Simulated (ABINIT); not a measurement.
Planning a run of ABINIT 10.8.3 on MoS2 (P6_3/mmc). The input:

```
acell 3*1.0 Angstrom
rprim 
  3.169000000004 -0.000000000001 0.000000000000
  -1.584500000001 2.744434504597 0.000000000000
  0.000000000000 0.000000000000 12.324000000000
ntypat 2
znucl 42 16
natom 6
typat 1 1 2 2 2 2
xred 
  0.333333333333 0.666666666667 0.250000000000
  0.666666666667 0.333333333333 0.750000000000
  0.333333333333 0.666666666667 0.623000000000
  0.666666666667 0.333333333333 0.123000000000
  0.333333333333 0.666666666667 0.877000000000
  0.666666666667 0.333333333333 0.377000000000
pp_dirpath "pseudos"
pseudos "Mo.upf, S.upf"
ecut 36
ngkpt 3 3 1
nshiftk 1
shiftk 0 0 0
kptopt 1
chksymbreak 0
istwfk *1
occopt 1
irdwfk 1
optdriver 4
nband 106
gwcalctyp 28
ecutsigx 36
symsigma 0
nkptgw 3
kptgw 
  0.0000000000 0.0000000000 0.0000000000
  0.3333333333 0.0000000000 0.0000000000
  0.3333333333 0.3333333333 0.0000000000
bdgw 
  13 34
  13 34
  13 34
ecuteps 4
irdscr 1
ppmodel 1
irdqps 1
rhoqpmix 0.3
indata_prefix "in"
outdata_prefix "out"
tmpdata_prefix "tmp"
```

The database entry behind the starting cell differs from later determinations by our own check (about 0.3 % long), so it need not match the best structure at ambient conditions.

```sh
OMP_NUM_THREADS=1 mpirun -n 8 abinit run.abi > log
```

How long will it take on 8 MPI ranks of Arm Neoverse N1, shared host, and how much memory?

It took 49 s; on shared hardware allow 24 s to 97 s. Peak host memory was 2.6 GiB.

[Paths, hosts, dates, memory and timing lines, banners, echoed tables and standing remarks are left out of the program output.]

[Logs are printed without paths, hosts, clocks, repeated set-up lines and the standing remarks that a program may print on its own settings, such as how far it seeks lower states.]

[Runs of the session that timed out or met a known fault of the program may be left out.]

[Hosts, paths, dates, database ids (printed as entryN), source tags and the programs' standing remarks are cut or masked in the printed files.]

[G0W0 gaps are taken among the corrected bands and points alone; a level outside them can change the order at an edge.]

[Where Ansatz stands beside ABINIT at settings called matched, ABINIT's density can come from a denser mesh and the files from another edition; pairs whose starting gaps differed by over 0.03 eV were left out, so agreement reads better than it is.]
